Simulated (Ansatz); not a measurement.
# Lattice dynamics of BiSb (model cell, started as CsCl type)

Wanted: vibrations and spectra of BiSb (model cell, started as CsCl type); the cell is already relaxed. After the zone centre comes a 4×4×4 q mesh on a 12×12×12 k mesh.

Method: DFT PBEsol, scalar-relativistic, plane waves, norm-conserving pseudopotentials, in Ansatz 0.2.0.

The structure was built from a prototype and need not be the compound's stable phase.

## (1) Set-up

The structure is cubic, space group Pm-3m (No. 221). The conventional cell has a = 3.826 Å, b = 3.826 Å, c = 3.826 Å, α = 90.00°, β = 90.00°, γ = 90.00°. Nearest to Sb lie 8 Bi at 3.31 Å. Bi has 8 Sb at 3.31 Å nearest. Farther neighbours are not listed.

## (2) Linear response at the zone centre

The cell comes from relaxations at this level that are not shown. The zone centre comes first: it holds the modes that light can see, as far as symmetry allows. No field response is asked, since the mesh shows no gap.

Input file input.yaml:

```yaml
crystal:
  lattice:
    - [3.8259004573, 0.0, 0.0]
    - [0.0, 3.8259004573, 0.0]
    - [0.0, 0.0, 3.8259004573]
  atoms:
    - { symbol: Sb, position: [0.0, 0.0, 0.0] }
    - { symbol: Bi, position: [0.5, 0.5, 0.5] }
kpoints:
  mp_grid: { grid: [12, 12, 12] }
hamiltonian:
  xc: pbesol
  pseudopotentials: { kind: nc }
scf:
  occupations: { method: methfessel_paxton, width: 0.15 }
output:
  eigenvalues: true
phonons:
  method: dfpt
```

The run is started by

```
$ ansatz run input.yaml --threads 4 --pin off --max-ram 7168MiB --backend cpu --events-out ev --progress --plain --runs-dir out
```

Numbers of over 12 decimals in the logs are rounded to 6 here.

What it wrote:

```text
Engine: ansatz 0.2.0, aarch64-unknown-linux-gnu
Pseudopotentials: kind: nc
Pseudopotential: Sb, nc, valence charge 15, recommended cutoff 1088.45545 eV (normal), Sb.nc.azcp (PseudoDojo's, or run here from an input of PseudoDojo's: the run reads no file of this project's for it)
Pseudopotential: Bi, nc, valence charge 15, recommended cutoff 897.975746 eV (normal), Bi.nc.azcp (PseudoDojo's, or run here from an input of PseudoDojo's: the run reads no file of this project's for it)
Functional definition: PBEsol
  exchange = pbesol_x
  correlation = pbesol_c
Crystal: 2 atoms, lattice volume = 56.002 Å³
Basis set: ecut = 1088.45545 eV, 4553 PW (Γ), exchange–correlation on 90×90×90 points (8 copies of the dense FFT grid, shifted against one another)
Bands: 19, of which v1, the nominal top of the filled ones, is band 15 counted from 1 (14 counted from 0)
Symmetry: 48 space group operations
k-points: 196 of 1728 (irreducible under 8 space group operations, time reversal used)
Non-local potential: Sb, projectors of the file, l = 0: 2, l = 1: 2, l = 2: 2, l = 3: 2
Non-local potential: Bi, projectors of the file, l = 0: 2, l = 1: 2, l = 2: 2, l = 3: 2
Initial density: superposition of atomic densities (chi_scale 0.1, normalization cell, long waves kept (reshape's long-wave potential 0.00 eV rms))
Initial wavefunctions: pseudopotential atomic-orbital guess
Functional: x = pbesol(κ = 0.804, μ = 0.123457), c = pbesol(β = 0.046)
SCF iter   1: F=—  HF=-4692.173692 eV  |F-HF|=—  |Δ(HF+E_count)|=         —  Δρ=1.03e-2  dr2=8.65e-2  ethr=3.10e-3  ⟨swp⟩=5.0  Hψ=16866  notcnv=0
preconditioner: auto → Kerker (q_TF=auto, 2.459 Å⁻¹)  [metal: Δε(μ)=0.012 eV  Ē_g=9.034 eV  σ=0.150 eV  W_gap=0.07  n_scr=18 (ndim 8)  ℏωp=15.7 eV  f_vac=0.000  D(μ)=1.36/eV (n_scr^D=6)]
SCF iter   2: F=—  HF=-4692.160065 eV  |F-HF|=—  |Δ(HF+E_count)|=   1.36e-2  S|Δr|=    0.00e0  Δρ=6.65e-3  dr2=3.51e-2  ethr=2.88e-4  ⟨swp⟩=1.2  Hψ=5344  notcnv=0
SCF iter   3: F=—  HF=-4692.150389 eV  |F-HF|=—  |Δ(HF+E_count)|=   9.68e-3  S|Δr|=    0.00e0  Δρ=1.07e-3  dr2=3.79e-4  ethr=1.17e-4  ⟨swp⟩=2.9  Hψ=6607  notcnv=0
SCF iter   4: F=—  HF=-4692.150321 eV  |F-HF|=—  |Δ(HF+E_count)|=   6.76e-5  S|Δr|=    0.00e0  Δρ=3.74e-4  dr2=2.44e-5  ethr=1.26e-6  ⟨swp⟩=2.1  Hψ=6541  notcnv=0
SCF iter   5: F=—  HF=-4692.150313 eV  |F-HF|=—  |Δ(HF+E_count)|=   8.53e-6  S|Δr|=    0.00e0  Δρ=6.57e-5  dr2=2.02e-6  ethr=8.12e-8  ⟨swp⟩=2.0  Hψ=5457  notcnv=0
SCF iter   6: F=—  HF=-4692.150265 eV  |F-HF|=—  |Δ(HF+E_count)|=   4.82e-5  S|Δr|=    0.00e0  Δρ=1.29e-5  dr2=8.00e-8  ethr=6.75e-9  ⟨swp⟩=2.6  Hψ=6073  notcnv=0
SCF iter   7: F=—  HF=-4692.150265 eV  |F-HF|=—  |Δ(HF+E_count)|=   1.47e-8  S|Δr|=    0.00e0  Δρ=2.15e-6  dr2=1.61e-9  ethr=2.67e-10  ⟨swp⟩=2.2  Hψ=5130  notcnv=0
SCF iter   8: F=—  HF=-4692.150265 eV  |F-HF|=—  |Δ(HF+E_count)|=  2.93e-10  S|Δr|=    0.00e0  Δρ=5.61e-7  dr2=7.89e-11  ethr=5.36e-12  ⟨swp⟩=2.2  Hψ=6598  notcnv=0
SCF iter   9: F=-4692.150265 eV  HF=-4692.150265 eV  |F-HF|=9.09e-13  |Δ(HF+E_count)|=  2.36e-11  S|Δr|=    0.00e0  Δρ=8.95e-8  dr2=1.69e-12  ethr=1.00e-12  ⟨swp⟩=9.4  Hψ=24743  notcnv=0
SCF 1 converged in 9 iterations: F = -4692.150265 eV  dr2 = 1.69e-12
DFPT response loops at Γ: preconditioner auto → Kerker (q_TF=auto, 2.459 Å⁻¹) (partly filled bands, converged f_vac=0.000); β = 1.00, the filter's whole step (`scf.mixing.beta` (0.50) is not read by the response loops under this deck's `scf.mixing.preconditioner`; to damp them name `kerker` or `kerker_dos`, under which they read `scf.mixing.beta`, and type it under 1.00, their step now; both keys bind the ground state too); Broyden in place of MSR1
SCF converged after 9 iterations
Stability not checked: this state was not tested for a lower state beside it, because cold or Methfessel-Paxton smearing, or corrected tetrahedra, fill the levels in a way that the test cannot read (fill_not_monotonic; see scf.lower_state_search)
Free energy (F): -4692.150265 eV
Harris-Foulkes:  -4692.150265 eV  (|F-HF|=9.09e-13)
Internal energy: -4692.148934 eV  (E = F + TS)
E sigma→0 (E₀):  -4692.149932 eV
Entropy (-TS):   -0.001330 eV (-0.665 meV/atom)
Fermi energy:    12.431196 eV
--- Per-component energies (eV) ---
  E_band       = -203.150793
  E_kinetic    = 2513.472252
  E_local      = -2152.204388  (includes V_loc(G=0)·N_el)
  E_nonlocal   = -1717.361913
  E_hartree    = 934.993229
  E_xc         = -1189.204711
  E_vxc        = -717.043171  (∫ρ·V_xc dr)
  E_ewald      = -3081.843403
  E_smearing   = -0.001330  (= −TS)
  E_closure    = -0.000000  (closes the sum)
  Σ components = -4692.150265   (vs F -4692.150265, Δ=0.00e0)
--- Band table (eV; the first three rows and the last of 196) ---
  k-point 0: bands = [... 11 lower, 5.6212, 10.4567, 10.4567, 10.4567, 15.6612, 15.6612, 17.9811, 17.9811]
  k-point 1: bands = [... 11 lower, 5.4406, 10.3739, 10.5384, 10.5384, 15.7181, 16.1196, 17.4956, 17.7369]
  k-point 2: bands = [... 11 lower, 4.9287, 10.2835, 10.7819, 10.7819, 15.8889, 16.3845, 17.0722, 17.0722]
  k-point 195: bands = [... 11 lower, 4.4924, 9.7384, 9.7384, 9.7384, 9.8207, 9.8207, 9.8207, 28.0341]
--- Phonons (Γ-DFPT): 2 representative perturbations + reference, on 196 of 1728 k-points (Σ response iterations 6) ---
  k mesh reduced under 8 symmetry operations, with k and −k counted as one. Each operation leaves every solved perturbation unchanged. A smaller set is not used because it would not reduce the number of displacements times k-points to solve
  ASR residual: 1.333e-4 → 0.000e0 eV/Å²; symmetrization residual: 3.594e-5 eV/Å²
  ASR residual per site (eV/Å²): 1.33e-4 1.66e-5
  Γ frequencies (cm⁻¹): 0.00 0.00 0.00 62.50 62.50 62.50
  non-analytic LO–TO correction: not included (Born effective charges unavailable; polar crystals: no LO–TO splitting at Γ)
```

It took 52 s on 4 threads of Arm Neoverse V2, shared host; peak memory 2.8 GiB.

Numbers from this step:

```yaml
volume_per_atom: 28.00 Å³
gap_on_the_k_mesh: 0 eV
sum_rule_residual_before_enforcement: 1.33e-4 eV/Å²
point_group: m-3m
highest_optical_mode_at_the_zone_centre_no_lo_to_term: 62.5 cm⁻¹
lowest_optical_zone_centre_mode: 62.5 cm⁻¹
```

Patterns of degenerate modes are one choice out of their space. Modes at Γ, with each element's share of the kinetic energy:

```csv
mode,frequency (cm⁻¹),symmetry,Sb %,Bi %
1,0.0,acoustic,37,63
2,0.0,acoustic,37,63
3,0.0,acoustic,37,63
4,62.5,T1u,63,37
5,62.5,T1u,63,37
6,62.5,T1u,63,37
```

Displacements in mode 5 (62.5 cm⁻¹), the largest set to 1:
```
Sb1  0.00  0.00  1.00
Bi2  0.00  0.00 -0.58
```

Before it was imposed, the acoustic sum rule was missed by 1.3e-4 eV/Å². Small misses are needed for a sound result but don't prove that mesh and cutoff are converged. The lowest optical mode is real, 62.5 cm⁻¹.

## (3) Phonons on a q mesh

Stability and thermal properties need the whole zone. Linear response on a 4×4×4 q mesh gives force constants as far as a supercell of that size would.

input.yaml, as its differences from that of step 2:

```diff
@@ -19 +19,8 @@
   method: dfpt
+  qmesh: [4, 4, 4]
+  temperatures: { t_max: 1000, t_step: 50 }
+  qpath:
+    path:
+      - [[0.0, 0.0, 0.0], [0.0, 0.5, 0.0], [0.5, 0.5, 0.0], [0.0, 0.0, 0.0], [0.5, 0.5, 0.5], [0.0, 0.5, 0.0]]
+      - [[0.5, 0.5, 0.5], [0.5, 0.5, 0.0]]
+    npoints: 10
```

What it wrote:

```text
[...]
Crystal: 2 atoms, lattice volume = 56.002 Å³
Basis set: ecut = 1088.45545 eV, 4553 PW (Γ), exchange–correlation on 90×90×90 points (8 copies of the dense FFT grid, shifted against one another)
Bands: 19, of which v1, the nominal top of the filled ones, is band 15 counted from 1 (14 counted from 0)
Symmetry: 48 space group operations
k-points: 84 of 1728
[...]
SCF iter   1: F=—  HF=-4692.173696 eV  |F-HF|=—  |Δ(HF+E_count)|=         —  Δρ=1.03e-2  dr2=8.66e-2  ethr=3.10e-3  ⟨swp⟩=5.1  Hψ=7251  notcnv=0
[...]
SCF iter   9: F=-4692.150265 eV  HF=-4692.150265 eV  |F-HF|=1.82e-12  |Δ(HF+E_count)|=  2.64e-11  S|Δr|=    0.00e0  Δρ=7.55e-8  dr2=1.20e-12  ethr=1.00e-12  ⟨swp⟩=9.3  Hψ=10487  notcnv=0
SCF 1 converged in 9 iterations: F = -4692.150265 eV  dr2 = 1.20e-12
[...]
iter 1 solved again at ethr=2.67e-8 eV; its pass at ethr=3.10e-3 eV (dr2=8.01e-6 eV) is discarded
SCF iter   1: F=—  HF=-4692.150312 eV  |F-HF|=—  |Δ(HF+E_count)|=         —  Δρ=2.83e-7  dr2=3.66e-11  ethr=2.67e-8  ⟨swp⟩=5.4  Hψ=14111  notcnv=0
eigensolver tolerance schedule: the retry pair's looser diagonalisation over-reported the residual by 219113.42 of it (diagonalisation noise at an unbounded share of the residual, at the tolerance the schedule requests for it); recorded, not acted on — ethr = c·dr2/N_el stays at c = 1.0e-1
[...]
SCF iter   2: F=—  HF=-4692.150265 eV  |F-HF|=—  |Δ(HF+E_count)|=   4.75e-5  S|Δr|=    0.00e0  Δρ=1.41e-7  dr2=5.15e-12  ethr=1.00e-12  ⟨swp⟩=5.9  Hψ=10541  notcnv=0
SCF iter   3: F=-4692.150265 eV  HF=-4692.150265 eV  |F-HF|=9.09e-13  |Δ(HF+E_count)|=  4.55e-12  S|Δr|=    0.00e0  Δρ=9.75e-8  dr2=2.64e-12  ethr=1.00e-12  ⟨swp⟩=1.0  Hψ=3528  notcnv=0
SCF 2 converged in 3 iterations: F = -4692.150265 eV  dr2 = 2.64e-12
phonons: the bands overlap, so this run is a metal and interpolates without the dipole-dipole term. If the crystal is really an insulator or semiconductor, its LO-TO splitting is missing
NSCF: frozen V_eff on 84 k-points
WARN: eigensolver did not converge in 20 slots of this pass, the one above among them; of largest residual over every band (k=82): 1 band(s) unlocked (lowest unlocked band 18, counted from 0; max residual 1.71e-3 eV among the unlocked bands, 1.71e-3 eV over every band); of lowest unlocked band (k=8): band 18
[...]
DFPT response loops at q = (0, 0, 0) (fractional): preconditioner auto → Kerker (q_TF=auto, 2.459 Å⁻¹) (partly filled bands, converged f_vac=0.000); β = 1.00, the filter's whole step (`scf.mixing.beta` (0.50) is not read by the response loops under this deck's `scf.mixing.preconditioner`; to damp them name `kerker` or `kerker_dos`, under which they read `scf.mixing.beta`, and type it under 1.00, their step now; both keys bind the ground state too); Broyden in place of MSR1
[...]
phonons.qmesh, q = [0.0000, 0.2500, 0.2500]: its response loops start from zero, take more passes and end by a threshold: the memory limit or budget leaves too little room for the subspace of the ground state's own states beside the solves, or none could be made (phonons.method)
[...]
SCF converged after 9 iterations
[...]
Free energy (F): -4692.150265 eV
[...]
Internal energy: -4692.148934 eV  (E = F + TS)
E sigma→0 (E₀):  -4692.149932 eV
Entropy (-TS):   -0.001330 eV (-0.665 meV/atom)
Fermi energy:    12.431196 eV
[...]
--- Band table (eV; the first three rows and the last of 84) ---
  k-point 0: bands = [... 11 lower, 5.6212, 10.4567, 10.4567, 10.4567, 15.6612, 15.6612, 17.9811, 17.9811]
  k-point 1: bands = [... 11 lower, 5.4406, 10.3739, 10.5384, 10.5384, 15.7181, 16.1196, 17.4956, 17.7369]
  k-point 2: bands = [... 11 lower, 4.9287, 10.2835, 10.7819, 10.7819, 15.8889, 16.3845, 17.0722, 17.0722]
  k-point 83: bands = [... 11 lower, 4.4924, 9.7384, 9.7384, 9.7384, 9.8207, 9.8207, 9.8207, 28.0341]
--- Phonons (Γ-DFPT): 2 representative perturbations + reference (Σ response iterations 5) ---
  ASR residual: 9.037e-5 → 0.000e0 eV/Å²; symmetrization residual: 1.563e-5 eV/Å²
  ASR residual per site (eV/Å²): 9.04e-5 2.25e-5
  Γ frequencies (cm⁻¹): 0.00 0.00 0.00 62.50 62.50 62.50
--- Phonons (arbitrary-q DFPT): 10 irreducible q on the 4×4×4 mesh ---
  q = [0.0000, 0.0000, 0.0000] (star 1, of the zone-centre solve; hermiticity 2.83e-5, symmetrization 7.76e-14): -0.00 0.00 0.00 62.50 62.50 62.50
  q = [0.0000, 0.0000, 0.2500] (star 6, 4 solved perturbations in 1848 linear systems a pass and spin channel, the states on 588 of 1728 k-point pairs; hermiticity 6.71e-6, symmetrization 3.49e-12, the responses' own estimated error 2.1e-4 eV/Å²): 33.11 33.11 52.16 58.65 58.65 65.55
[...]
q = [0.0000, 0.2500, -0.5000] (star 12, 6 solved perturbations on 588 of 1728 k-point pairs; hermiticity 6.16e-7, symmetrization 1.06e-13, the responses' own estimated error 2.0e-4 eV/Å²): 16.50 27.62 35.58 37.80 75.46 83.73
[...]
sum rule: each row above includes the acoustic sum rule's correction from the zone centre's row sums; it moved no ω² by more than (0.45 cm⁻¹)²
  mesh force constants: q→R imaginary residual 3.20e-18; ASR residual 9.037e-5 → 0.000e0 eV/Å²; symmetrization residual 5.551e-16 eV/Å²
  interpolated dispersion: 62 rows × 6 modes
  density of states and harmonic sums: on the 16×16×16 q-mesh, interpolated from the force constants of a 4×4×4 supercell (no non-analytic term)
  largest difference from the sums on the solved wave vectors: F 3.02e-2 eV, S 3.94e-5 and C_V 9.37e-6 eV/K
  zero-point energy: 0.018468 eV/cell   skipped modes (ω ≤ 0): 48, of them read as no rigid motion or as one in doubt: 45 (2.476e-1 modes/cell left out, lowest -43.48 cm⁻¹)   left out of the sums: 4.14e-2 of the cell's modes: C_V's classical limit lies that fraction below 3 k_B per atom; for a crystal, a wire or a layer, F and S can be off by more, and a phonons.interpolated_qmesh denser along its periods is the remedy for the sampling
```

The job ended after 43 min (4 threads; peak memory 6.2 GiB; 2.9 h of CPU time).

This step gave:

```
sum-rule residual before enforcement                    : 9.04e-5 eV/Å²
lowest frequency on the path                            : -43.48 cm⁻¹
highest frequency on the path or at a solved wavevector : 95.91 cm⁻¹
lowest mode on the q mesh (acoustic modes at Γ apart)   : -43.48 cm⁻¹
```

Frequencies (cm⁻¹) solved at each irreducible wavevector; negative means imaginary. Frequencies by wavevector, by row:

```csv
q in reciprocal lattice units,star,mode 1,mode 2,mode 3,mode 4,mode 5,mode 6
0 0 0,1,0,0,0,62.5,62.5,62.5
0 0 0.25,6,33.1,33.1,52.2,58.6,58.6,65.5
0 0 -0.5,3,38.3,38.3,54.9,54.9,71.8,94
0 0.25 0.25,12,19.6,27.4,36.1,39.7,45.5,75.9
0 0.25 -0.5,12,16.5,27.6,35.6,37.8,75.5,83.7
0 -0.5 -0.5,3,-43.5,-34.3,24.1,24.1,75.8,75.8
0.25 0.25 0.25,8,25.9,41,41,72.2,72.3,72.3
0.25 0.25 -0.5,12,21.5,31.1,57.5,73.5,73.6,83.8
0.25 -0.5 -0.5,6,45.4,45.4,46,60.4,74.1,74.1
-0.5 -0.5 -0.5,1,74.1,74.1,74.1,95.9,95.9,95.9
```

(Part 1 of 2 ends here.)

[Logs are printed without paths, hosts, clocks, repeated set-up lines and the standing remarks that a program may print on its own settings, such as how far it seeks lower states.]

[Hosts, paths, dates, database ids (printed as entryN), source tags and the programs' standing remarks are cut or masked in the printed files.]
